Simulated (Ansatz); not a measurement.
## C(100)/AlN(10-10) interface (192 atoms): a reference run and its variants

The cell holds 192 atoms: 136 C, 28 Al and 28 N. Its edges and angles: a = 13.619 Å, b = 7.974 Å, c = 13.873 Å, α = 90.0°, β = 90.0°, γ = 86.1°. It derives from C and AlN. Diamond-structure C(100), 4 repeat layers, 17 surface cells, strained +0.26 and -0.02 %; wurtzite AlN(10-10), 2 layers, 7 cells, -0.26 and +0.02 %; outer planes 1.98 Å apart and 2.06 Å at the second interface of the periodic stack; not relaxed, displaced by a Gaussian of 0.02 Å. Regions: C, 136 atoms (136 C); AlN, 56 atoms (28 Al and 28 N).

Geometry: as built.

Reference run: Kohn-Sham DFT, PBE, PAW (set soft_2), plane waves (Ansatz 0.2.0), cutoff 420 eV, k-mesh 3×5×3, fermi-dirac smearing of 0.05 eV.

| Quantity | Value |
| --- | --- |
| r.m.s. force component | 1.121 eV/Å |
| pressure | -5.127 GPa |
| spacing of highest filled and lowest empty level | 0.0007 eV |
| SCF cycles | 13 |
| time | 34 min on 8 threads of Arm Neoverse V1, shared host |

**Question.** The cell is repeated and solved at Γ. How do error, time and memory go?
- plane waves, 192 atoms (1×1×1)
- support functions, 192 atoms (1×1×1)
- plane waves, 384 atoms (1×2×1)
- support functions, 384 atoms (1×2×1)

Differences are against the typed cell on a 3×5×3 mesh, which samples like Γ on 8640 atoms (r.m.s. force component 1.12 eV/Å). Every repeated cell is solved at Γ, and forces are averaged over the copies of each atom. Hardware: 8 threads of Arm Neoverse V1, shared host.

```csv
atoms,repeats,basis,"Δ force, r.m.s. (meV/Å)",Δ energy (meV/atom),less plane waves of the same size (meV/atom),spread among copies (meV/Å),SCF cycles,time,host memory (GiB)
192,1×1×1,plane waves,56.6,2.67,-,-,10,15 s,2.4
192,1×1×1,support functions,56.7,-0.891,-3.6,-,14,1.7 min,4.7
384,1×2×1,plane waves,31.0,-1.27,-,0,13,1.8 min,7.3
384,1×2×1,support functions,31.1,-4.83,-3.6,0.14,13,4.6 min,7.6
```

Repeating the cell at Γ samples more k-points: in plane waves the energy difference from the dense mesh goes from 2.67 meV/atom at 192 atoms to -1.27 at 384, and the force difference from 57 to 31 meV/Å. At equal size the support functions lie 3.6 meV/atom below plane waves, likely because their grid holds more waves than 420 eV; no run tests this. At the largest size the support functions' forces differ from the reference by 2.8 % of the r.m.s. force, which holds the difference of sampling between the two as well as that of the basis.

[Logs are printed without paths, hosts, clocks, repeated set-up lines and the standing remarks that a program may print on its own settings, such as how far it seeks lower states.]

[Hosts, paths, dates, database ids (printed as entryN), source tags and the programs' standing remarks are cut or masked in the printed files.]
